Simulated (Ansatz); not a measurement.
## Random alloy of the fcc Cu-Al line, x = 0.1562 (128 atoms): geometry optimisation

Wanted: the relaxed structure of random alloy of the fcc Cu-Al line, x = 0.1562 (128 atoms) and its electronic structure.

Main program and level: Ansatz 0.2.0; Kohn-Sham DFT, PBE, PAW (set soft_2), plane waves.

## (1) The starting structure

The cell holds 128 atoms: 108 Cu and 20 Al. Its edges and angles: a = 12.811 Å, b = 12.811 Å, c = 12.811 Å, α = 109.5°, β = 109.5°, γ = 109.5°. It derives from Cu (fcc Cu-Al) and Al. Fcc Cu-Al: 128 atoms, 20 of 128 Cu sites given to Al at random, cell and internal coordinates interpolated linearly between the end members (Vegard's rule); not relaxed, displaced by a Gaussian of 0.02 Å. Lattice constants are starting values near those of PBE.

What the set-up can't give: The host structure and its lattice constant were typed by rule, without a check against the phase diagram.

## (2) Single point at the start

A single point comes first, to see the forces before anything moves.

input.yaml reads:

```yaml
crystal:
  lattice:
    - [-7.39636, 7.39636, 7.39636]
    - [7.39636, -7.39636, 7.39636]
    - [7.39636, 7.39636, -7.39636]
  atoms:
    - { symbol: Cu, position: [0.49846, 0.00148, 0.00137] }
    - { symbol: Cu, position: [0.74806, 0.12044, 0.12472] }
    - { symbol: Cu, position: [0.6244, 0.25279, 0.12633] }
    - { symbol: Cu, position: [0.62419, 0.12188, 0.25164] }
    - { symbol: Cu, position: [0.75101, 0.2511, 0.99904] }
    - { symbol: Al, position: [0.99858, 0.37233, 0.12328] }
    - { symbol: Cu, position: [0.8743, 0.49857, 0.12585] }
    - { symbol: Cu, position: [0.8769, 0.37723, 0.25277] }
    - { symbol: Al, position: [0.74891, 0.00105, 0.25029] }
    - { symbol: Al, position: [0.00035, 0.12445, 0.37337] }
    - { symbol: Cu, position: [0.87353, 0.24814, 0.37353] }
    - { symbol: Cu, position: [0.87408, 0.12384, 0.49795] }
    - { symbol: Cu, position: [0.00256, 0.00073, 0.99881] }
    - { symbol: Cu, position: [0.24854, 0.1248, 0.12574] }
    - { symbol: Cu, position: [0.12736, 0.24906, 0.12628] }
    - { symbol: Al, position: [0.1281, 0.12698, 0.2494] }
    - { symbol: Al, position: [0.25124, 0.25057, 0.001] }
    - { symbol: Cu, position: [0.49798, 0.37405, 0.12298] }
    - { symbol: Cu, position: [0.37693, 0.50085, 0.12551] }
    - { symbol: Cu, position: [0.37658, 0.37746, 0.25164] }
    - { symbol: Cu, position: [0.50239, 0.49967, 0.00067] }
    - { symbol: Cu, position: [0.75056, 0.62449, 0.12526] }
    - { symbol: Cu, position: [0.63001, 0.75448, 0.12858] }
    - { symbol: Cu, position: [0.62237, 0.62243, 0.24616] }
    - { symbol: Cu, position: [0.75161, 0.75064, 0.0014] }
    - { symbol: Cu, position: [0.00071, 0.87339, 0.12185] }
    - { symbol: Cu, position: [0.87573, 1.0e-05, 0.12634] }
    - { symbol: Cu, position: [0.87581, 0.87528, 0.24998] }
    - { symbol: Al, position: [0.24925, 0.99936, 0.25043] }
    - { symbol: Cu, position: [0.50169, 0.12704, 0.37568] }
    - { symbol: Cu, position: [0.37474, 0.25111, 0.37687] }
    - { symbol: Cu, position: [0.37568, 0.12424, 0.49971] }
    [... 90 atom lines left out ...]
    - { symbol: Cu, position: [0.62203, 0.00149, 0.87193] }
    - { symbol: Cu, position: [0.6244, 0.8748, 0.00047] }
    - { symbol: Cu, position: [0.00192, 0.75363, 0.7506] }
    - { symbol: Al, position: [0.25183, 0.8747, 0.87865] }
    - { symbol: Cu, position: [0.12712, 0.99878, 0.87359] }
    - { symbol: Al, position: [0.12231, 0.87444, 0.99797] }
kpoints:
  mp_grid: { grid: [2, 2, 2] }
hamiltonian:
  xc: pbe
scf:
  occupations: { method: fermi_dirac, width: 0.1 }
output:
  forces: true
```

On the command line:

```console
ansatz run input.yaml --threads 11 --pin off --max-ram 102400MiB --backend cuda --events-out ev --progress --plain --runs-dir out
```

Numbers of over 12 decimals in the logs are rounded to 6 here.

What it wrote:

```text
Engine: ansatz 0.2.0, x86_64-unknown-linux-gnu
Pseudopotentials: kind: paw
Pseudopotential: Cu, paw, valence charge 19, recommended cutoff 420 eV (normal), Cu.paw.azcp
Pseudopotential: Al, paw, valence charge 3, recommended cutoff 420 eV (normal), Al.paw.azcp
[... 5 lines on functional and potentials left out ...]
device memory: the entry about to start is reckoned to put 66.7 GiB on a device that reports 78.6 GiB free
GPU FFT provider: cuFFT
GPU libraries: cuBLAS 13.8.2, cuFFT 12.4.0, cuSOLVER 12.3.4
Crystal: 128 atoms, lattice volume = 1618.505 Å³
Basis set: ecut = 420 eV, 31533 PW (Γ), exchange–correlation on 180×180×180 points (8 copies of the dense FFT grid, shifted against one another)
Bands: 1184, of which v1, the nominal top of the filled ones, is band 1056 counted from 1 (1055 counted from 0)
Symmetry: 1 space group operations
Space group: P1 (ITA 1), of the structure as read, at distance tolerance 1.2e-4 Å
k-points: 8
[... 5 lines on functional and potentials left out ...]
Initial density: superposition of atomic densities (neutral atoms: chi_scale 0, normalization atom), corrected by the library's trained network
Initial wavefunctions: pseudopotential atomic-orbital guess
GPU buffer pool allocated for 729000 grid points (all kernels)
GPU transforms: local potential and band sums: pruned to the plane-wave sphere, on 90×90×90
Functional: x = pbe(κ = 0.804, μ = 0.219515), c = pbe(β = 0.066725)
SCF iter   1: F=—  HF=-726278.116811 eV  |F-HF|=—  |Δ(HF+E_count)|=         —  Δρ=2.55e-3  dr2=1.28e-1  ethr=1.77e-3  ⟨swp⟩=5.0  Hψ=28355  notcnv=0  defer=483
preconditioner: auto → Kerker (q_TF=auto, 2.852 Å⁻¹)  [metal: Δε(μ)=0.017 eV  Ē_g=6.804 eV  σ=0.100 eV  W_gap=0.04  n_scr=626 (ndim 8)  ℏωp=32.6 eV  f_vac=0.001  D(μ)=39.73/eV (n_scr^D=248)]
SCF iter   2: F=—  HF=-726278.113416 eV  |F-HF|=—  |Δ(HF+E_count)|=   3.40e-3  Δρ=9.24e-4  dr2=3.71e-2  ethr=6.07e-6  ⟨swp⟩=2.0  Hψ=16255  notcnv=0  defer=522
SCF iter   3: F=—  HF=-726278.132452 eV  |F-HF|=—  |Δ(HF+E_count)|=   1.90e-2  Δρ=6.29e-4  dr2=1.68e-2  ethr=1.76e-6  ⟨swp⟩=1.4  Hψ=8925  notcnv=0  defer=522
SCF iter   4: F=—  HF=-726278.151112 eV  |F-HF|=—  |Δ(HF+E_count)|=   1.87e-2  Δρ=1.88e-4  dr2=2.04e-3  ethr=7.93e-7  ⟨swp⟩=2.8  Hψ=13465  notcnv=0  defer=522
SCF iter   5: F=—  HF=-726278.109319 eV  |F-HF|=—  |Δ(HF+E_count)|=   4.18e-2  Δρ=1.21e-4  dr2=3.31e-4  ethr=9.65e-8  ⟨swp⟩=2.1  Hψ=14088  notcnv=0  defer=522
SCF iter   6: F=—  HF=-726278.134189 eV  |F-HF|=—  |Δ(HF+E_count)|=   2.49e-2  Δρ=5.66e-5  dr2=5.04e-5  ethr=1.57e-8  ⟨swp⟩=2.0  Hψ=13591  notcnv=0  defer=522
SCF iter   7: F=—  HF=-726278.134105 eV  |F-HF|=—  |Δ(HF+E_count)|=   8.40e-5  Δρ=1.49e-5  dr2=1.08e-5  ethr=2.39e-9  ⟨swp⟩=2.2  Hψ=13712  notcnv=0  defer=522
SCF iter   8: F=—  HF=-726278.134105 eV  |F-HF|=—  |Δ(HF+E_count)|=   2.01e-7  Δρ=8.05e-6  dr2=2.36e-6  ethr=5.10e-10  ⟨swp⟩=2.0  Hψ=13345  notcnv=0  defer=522
SCF iter   9: F=—  HF=-726278.134105 eV  |F-HF|=—  |Δ(HF+E_count)|=   1.58e-7  Δρ=5.24e-6  dr2=4.44e-7  ethr=1.12e-10  ⟨swp⟩=2.0  Hψ=17285  notcnv=0  defer=522
SCF iter  10: F=—  HF=-726278.134105 eV  |F-HF|=—  |Δ(HF+E_count)|=   6.04e-8  Δρ=2.27e-6  dr2=1.23e-7  ethr=4.73e-12  ⟨swp⟩=4.0  Hψ=32918  notcnv=0
SCF iter  11: F=-726278.134105 eV  HF=-726278.134105 eV  |F-HF|=1.87e-8  |Δ(HF+E_count)|=   1.64e-8  Δρ=6.98e-7  dr2=2.01e-8  ethr=4.73e-12  ⟨swp⟩=3.0  Hψ=25355  notcnv=0
SCF 1 converged in 11 iterations: F = -726278.134105 eV  dr2 = 2.01e-8
  greatest PAW one-centre occupation: 1.000 electrons in one spin orbital (limit 2), on the Cu atom at site 93 (counted from 0), in its partial waves of l = 0
SCF converged after 11 iterations
Free energy (F): -726278.134105 eV
Harris-Foulkes:  -726278.134105 eV  (|F-HF|=1.87e-8)
Internal energy: -726276.823441 eV  (E = F + TS)
E sigma→0 (E₀):  -726277.478773 eV
Entropy (-TS):   -1.310664 eV (-10.240 meV/atom)
Fermi energy:    14.820493 eV
--- Per-component energies (eV) ---
  E_band       = -42422.992965
  E_kinetic    = 32825.700643
  E_local      = -520604.017354  (includes V_loc(G=0)·N_el)
  E_nonlocal   = 42302.622198
  E_hartree    = 232499.205050
  E_xc         = -10455.534778
  E_vxc        = -13044.654740  (∫ρ·V_xc dr)
  E_paw        = -188952.569298  (= ΣΔE_a)
  E_vpaw       = -48901.084550  (= ΣTr[D̂ρ^β])
  E_aug_tail   = 0.027856  (compensation charges beyond the density's cutoff)
  E_ewald      = -313892.257758
  E_smearing   = -1.310664  (= −TS)
  E_closure    = -0.000000  (closes the sum)
  Σ components = -726278.134105   (vs F -726278.134105, Δ=0.00e0)
--- Forces (eV/Å), atoms counted from 1 ---
  atom   1  Cu    -0.10169537     0.18157497     0.07958338
  atom   2  Cu     0.15020910    -0.23038828     0.24621258
  atom   3  Cu    -0.16993449     0.21001524    -0.03342973
  atom   4  Cu     0.14243748    -0.20964057     0.35937676
  atom   5  Cu     0.09546671     0.06050632    -0.14870320
  atom   6  Al     0.10183436     0.02702713     0.21756373
  atom   7  Cu     0.09517733    -0.04158125     0.17143657
  atom   8  Cu    -0.12197843    -0.05868722    -0.14748951
  atom   9  Al    -0.66699173    -0.98340483     0.65411232
  atom  10  Al     0.11527966     0.05709583     0.04741549
  atom  11  Cu     0.12813619    -0.03988355     0.30054399
  atom  12  Cu     0.03146504    -0.07399045    -0.01703082
  atom  13  Cu     0.11242580    -0.28033504    -0.21688356
  atom  14  Cu    -0.04041687     0.11672798     0.16799274
[...]
atom 127  Cu     0.21453493    -0.12213068    -0.02944718
  atom 128  Al    -0.00106188    -0.33752995    -0.58384094
  max |Σ_I F_I| component: 3.32e-5 eV/Å
```

It took 8.9 s on 1 × NVIDIA H100 80GB HBM3 with 11 threads of AMD EPYC 7R13 (Zen 3), shared host; peak memory 2 GiB.

That memory is the host's; the program planned up to 66.7 GiB on the GPU.

Numbers from this run:

* free energy: -726278.1341 eV
* free energy per atom: -5674.0479 eV/atom
* SCF cycles: 11
* r.m.s. force component: 0.2818 eV/Å
* longest force: 1.772 eV/Å
* Fermi energy: 14.82 eV

The r.m.s. force component of 0.28 eV/Å sets the starting point.

Length of the force by element:

```
element  coordination  atoms  mean length of the force (eV/Å)  spread   least   most
     Al           all     20                            0.977   0.509   0.130   1.77
     Cu           all    108                            0.221  0.0941  0.0336  0.525
```

## (3) Cell and atoms relaxed

Cell and atoms are freed together, to release stress as well as forces.

input.yaml, as its differences from that of step 2:

```diff
@@ -15 +15,5 @@
   forces: true
+relax:
+  f_tol: 0.04
+  max_steps: 150
+  cell: {}
```

What it wrote:

```text
[...]
GPU FFT provider: cuFFT
GPU libraries: cuBLAS 13.8.2, cuFFT 12.4.0, cuSOLVER 12.3.4
Crystal: 128 atoms, lattice volume = 1618.505 Å³
Basis set: ecut = 420 eV, 31533 PW (Γ), exchange–correlation on 180×180×180 points (8 copies of the dense FFT grid, shifted against one another)
Bands: 1268, of which v1, the nominal top of the filled ones, is band 1056 counted from 1 (1055 counted from 0)
Symmetry: 1 space group operations
[...]
k-points: 8
[...]
GPU buffer pool allocated for 729000 grid points (all kernels)
[...]
SCF iter   1: F=—  HF=-726278.122853 eV  |F-HF|=—  |Δ(HF+E_count)|=         —  Δρ=2.65e-3  dr2=1.36e-1  ethr=1.77e-3  ⟨swp⟩=5.0  Hψ=35756  notcnv=0  defer=529
[...]
SCF iter  10: F=-726278.134105 eV  HF=-726278.134105 eV  |F-HF|=8.29e-8  |Δ(HF+E_count)|=   9.85e-8  Δρ=2.01e-6  dr2=7.93e-8  ethr=4.73e-12  ⟨swp⟩=2.2  Hψ=35523  notcnv=0
SCF 1 converged in 10 iterations: F = -726278.134105 eV  dr2 = 7.93e-8
[...]
relax step   1: F+E_penalty+E_count = -726278.13410486 eV  Δ(F+E_penalty+E_count) = +0.000e0 eV  max|allowed force component| = 1.383e0 eV/Å  Δτ_max = 0.0000 Å  P = -2.284 GPa  Ω = 1618.505 Å³  (10 SCF iters, dr2 threshold 1.00e-7 eV, accepted)
[...]
relax step   2: F+E_penalty+E_count = -726279.69095751 eV  Δ(F+E_penalty+E_count) = -1.557e0 eV  max|allowed force component| = 5.544e-1 eV/Å  Δτ_max = 0.1106 Å  P = -0.932 GPa  Ω = 1597.826 Å³  energy of the carried Pulay correction = +1.248e-2 eV  (8 SCF iters, dr2 threshold 1.28e-5 eV, accepted)
[...]
relax step   3: F+E_penalty+E_count = -726280.21098271 eV  Δ(F+E_penalty+E_count) = -5.200e-1 eV  max|allowed force component| = 4.009e-1 eV/Å  Δτ_max = 0.1639 Å  P = +0.098 GPa  Ω = 1585.754 Å³  energy of the carried Pulay correction = +1.985e-2 eV  (8 SCF iters, dr2 threshold 1.28e-5 eV, accepted)
[...]
relax step   4: F+E_penalty+E_count = -726280.25514546 eV  Δ(F+E_penalty+E_count) = -4.416e-2 eV  max|allowed force component| = 2.663e-2 eV/Å  Δτ_max = 0.0656 Å  P = -0.017 GPa  Ω = 1586.649 Å³  energy of the carried Pulay correction = +1.930e-2 eV  (6 SCF iters, dr2 threshold 1.00e-5 eV, accepted)
[...]
relax step   5: F+E_penalty+E_count = -726280.25662430 eV  Δ(F+E_penalty+E_count) = -1.479e-3 eV  max|allowed force component| = 3.792e-3 eV/Å  Δτ_max = 0.0048 Å  P = +0.003 GPa  Ω = 1586.455 Å³  energy of the carried Pulay correction = +1.942e-2 eV  (8 SCF iters, dr2 threshold 1.19e-8 eV, accepted)
[...]
relax step   6: F+E_penalty+E_count = -726280.23488020 eV  Δ(F+E_penalty+E_count) = +2.174e-2 eV  max|allowed force component| = 3.755e-3 eV/Å  Δτ_max = 0.0000 Å  P = +0.017 GPa  Ω = 1586.455 Å³  stress off target by 3.52e-2 GPa  SCF on the basis re-selected at this cell (its energy is not comparable with the rows above)  (7 SCF iters)
basis re-selected at this cell: Δ(F+E_penalty+E_count) = +2.174e-2 eV, ΔP = +0.014 GPa vs the last step (what re-selecting the basis moved, of the pressure what is left beyond the Pulay correction that the steps carried, after the strain that the cell walked since its last selection, [...]
SCF converged after 7 iterations
Free energy (F): -726280.234880 eV
[...]
Internal energy: -726279.035939 eV  (E = F + TS)
E sigma→0 (E₀):  -726279.635410 eV
Entropy (-TS):   -1.198941 eV (-9.367 meV/atom)
Fermi energy:    15.224152 eV
[...]
--- Forces (eV/Å), atoms counted from 1 ---
  atom   1  Cu     0.00001929    -0.00153119    -0.00063041
  atom   2  Cu     0.00038205     0.00201735    -0.00161501
  atom   3  Cu    -0.00018987    -0.00051308    -0.00053414
  atom   4  Cu     0.00006270     0.00044847     0.00074119
  atom   5  Cu    -0.00049825     0.00209733     0.00262216
  atom   6  Al     0.00019903     0.00112777    -0.00004833
  atom   7  Cu     0.00119596     0.00082942    -0.00014566
  atom   8  Cu     0.00072747    -0.00032721    -0.00151339
  atom   9  Al    -0.00061993     0.00195050     0.00115647
  atom  10  Al    -0.00074649    -0.00150988    -0.00053216
  atom  11  Cu     0.00094789     0.00062069    -0.00008369
  atom  12  Cu     0.00122433     0.00032800     0.00067987
  atom  13  Cu     0.00020751     0.00054541     0.00051816
  atom  14  Cu     0.00180389     0.00001511     0.00029474
[...]
atom 127  Cu    -0.00061071    -0.00072990     0.00099886
  atom 128  Al    -0.00036489     0.00072882     0.00093073
  max |Σ_I F_I| component: 2.70e-7 eV/Å
--- Stress (GPa, compression-positive) ---
        0.034819       0.000905      -0.001873
        0.000905      -0.007667      -0.003819
       -0.001873      -0.003819       0.024637
  P = ⅓ Tr σ = 0.0173 GPa (0.173 kbar)
--- Band table (eV; the first three rows and the last of 8) ---
[...]
--- Relaxed structure (5 steps of the walk, 5 accepted, 1 SCFs on fresh bases) ---
  F+E_penalty+E_count = -726280.23488020 eV   max|allowed force component| = 3.755e-3 eV/Å   (the final SCF, on the basis selected at the relaxed cell)
  cell:  # Å, volume = 1586.4549 Å³
    - [-7.408398, 7.407129, 7.236213]
    - [7.399321, -7.405178, 7.225185]
    - [7.410730, 7.407510, -7.234263]
  atoms:
    - { symbol: Cu, position: [0.499329, -0.000975496, -0.00207974] }
    - { symbol: Cu, position: [0.749144, 0.127847, 0.120486] }
    - { symbol: Cu, position: [0.630941, 0.255277, 0.129491] }
    - { symbol: Cu, position: [0.622210, 0.125431, 0.248024] }
[...]
- { symbol: Al, position: [0.112584, 0.868577, 0.997254] }
```

It took 37 s on 1 × NVIDIA H100 80GB HBM3 with 11 threads; peak memory 2.2 GiB.

That memory is the host's; the program planned up to 68 GiB on the GPU.

The program notes that the band table was not solved further than the SCF left it.

Step by step:

| step | energy less that of the first step (eV) | largest force component (eV/Å) | pressure (GPa) | volume (Å³) |
| --- | --- | --- | --- | --- |
| 1 | 0.0000 | 1.3830 | -2.28 | 1618.51 |
| 2 | -1.5569 | 0.5544 | -0.93 | 1597.83 |
| 3 | -2.0769 | 0.4009 | 0.10 | 1585.75 |
| 4 | -2.1210 | 0.0266 | -0.02 | 1586.65 |
| 5 | -2.1225 | 0.0038 | 0.00 | 1586.45 |
| 6* | -2.1008 | 0.0038 | 0.02 | 1586.45 |

Relaxation steps marked * repeat the geometry before them on a plane-wave basis chosen anew for their cell, so energy and pressure can jump there.

| cell as run | before | after | change |
| --- | --- | --- | --- |
| a (Å) | 12.811 | 12.732 | -0.6 % |
| b (Å) | 12.811 | 12.720 | -0.7 % |
| c (Å) | 12.811 | 12.733 | -0.6 % |
| α (°) | 109.47 | 108.84 | -0.6 % |
| β (°) | 109.47 | 108.85 | -0.6 % |
| γ (°) | 109.47 | 110.75 | +1.2 % |
| volume (Å³/atom) | 12.64 | 12.39 | -2.0 % |

The atoms that moved most (Å, as changes of fractional coordinates times the final cell):

| atom | dx | dy | dz | length |
| --- | --- | --- | --- | --- |
| Al9 | -0.099 | -0.185 | 0.014 | 0.210 |
| Al90 | 0.029 | 0.102 | 0.176 | 0.206 |
| Al111 | -0.093 | -0.096 | 0.133 | 0.188 |
| Al92 | 0.060 | 0.168 | 0.024 | 0.179 |
| Al112 | -0.101 | 0.082 | 0.085 | 0.155 |
| Al126 | -0.107 | 0.037 | -0.100 | 0.151 |
| Al70 | -0.043 | 0.109 | -0.084 | 0.144 |
| Al106 | -0.109 | -0.016 | -0.085 | 0.139 |

The relaxation changed the energy by -16.4 meV/atom, and atoms moved by 0.072 Å r.m.s., 0.21 Å at most.

## (4) Structure statistics after relaxation

Bonds before and after, by the cutoffs listed below:

```csv
pair,bonds before,bonds after,mean before (Å),mean after (Å),spread before (Å),spread after (Å)
Cu-Cu,553,553,2.617,2.596,0.028,0.028
Cu-Al,190,190,2.611,2.588,0.029,0.048
Al-Al,25,25,2.614,2.746,0.024,0.056
```

Density 7.75 g/cm³, 12.39 Å³ an atom.

g(r), total and by pair (bins of 0.1 Å):

```
r (Å)  total  Cu-Cu  Cu-Al  Al-Al
 2.35   0.00   0.00   0.00   0.00
 2.45   0.13   0.00   0.48   0.00
 2.55  10.20  10.80   9.46   0.00
 2.65   6.81   6.95   6.47   6.17
 2.75   0.31   0.00   0.16  10.90
 2.85   0.10   0.00   0.00   3.95
 2.95   0.00   0.00   0.00   0.00
 3.05   0.00   0.00   0.00   0.00
 3.15   0.00   0.00   0.00   0.00
 3.25   0.00   0.00   0.00   0.00
 3.35   0.00   0.00   0.00   0.00
 3.45   0.03   0.00   0.10   0.00
 3.55   0.69   0.66   0.84   0.00
 3.65   2.05   2.20   1.71   1.42
 3.75   1.48   1.51   1.50   0.46
 3.85   0.12   0.00   0.32   1.26
 3.95   0.02   0.00   0.04   0.41
 4.05   0.00   0.00   0.00   0.00
 4.15   0.00   0.00   0.00   0.00
 4.25   0.02   0.00   0.00   0.69
 4.35   0.53   0.19   1.29   1.99
 4.45   5.11   5.51   4.30   2.24
 4.55   5.52   5.99   4.36   4.26
 4.65   0.47   0.03   1.55   1.75
 4.75   0.04   0.00   0.03   1.39
 4.85   0.00   0.00   0.00   0.00
 4.95   0.01   0.00   0.00   0.26
 5.05   0.18   0.03   0.55   0.74
 5.15   2.33   2.57   1.78   1.42
 5.25   1.68   1.78   1.49   0.92
 5.35   0.16   0.02   0.51   0.45
 5.45   0.03   0.00   0.04   0.64
 5.55   0.05   0.00   0.15   0.41
 5.65   0.79   0.69   1.04   0.99
 5.75   2.00   2.01   2.05   1.33
 5.85   3.52   3.91   2.61   2.04
 5.95   0.59   0.38   1.16   0.53
 6.05   0.06   0.00   0.16   0.69
 6.15   0.01   0.00   0.02   0.17
 6.25   0.19   0.06   0.52   0.48
 6.35   1.40   1.64   0.85   0.31
 6.45   0.33   0.23   0.58   0.45
 6.55   0.03   0.00   0.11   0.00
 6.65   0.09   0.00   0.28   0.43
```

Neighbours by pair of elements; one cutoff, the widest of the pairs' first minima of g(r), serves all pairs of this metal:

| pair A-B | cutoff (Å) | bonds | mean length (Å) | spread (Å) | shortest (Å) | B about A | A about B |
| --- | --- | --- | --- | --- | --- | --- | --- |
| Cu-Cu | 3.12 | 553 | 2.60 | 0.028 | 2.53 | 10.2 | 10.2 |
| Cu-Al | 3.12 | 190 | 2.59 | 0.048 | 2.48 | 1.76 | 9.5 |
| Al-Al | 3.12 | 25 | 2.75 | 0.056 | 2.66 | 2.5 | 2.5 |

How many atoms have how many bonded neighbours:

```csv
element,mean,12
Al,12,20
Cu,12,108
```

For some of the pairs, g(r) has its first main peak near 2.59 Å (Cu-Cu), 2.59 Å (Cu-Al) and 2.74 Å (Al-Al). Counting bonds as in the table, all Al atoms have 12 and all Cu atoms have 12 bonded neighbours.

(Continued in part 2 of 3.)

[Logs are printed without paths, hosts, clocks, repeated set-up lines and the standing remarks that a program may print on its own settings, such as how far it seeks lower states.]

[Hosts, paths, dates, database ids (printed as entryN), source tags and the programs' standing remarks are cut or masked in the printed files.]
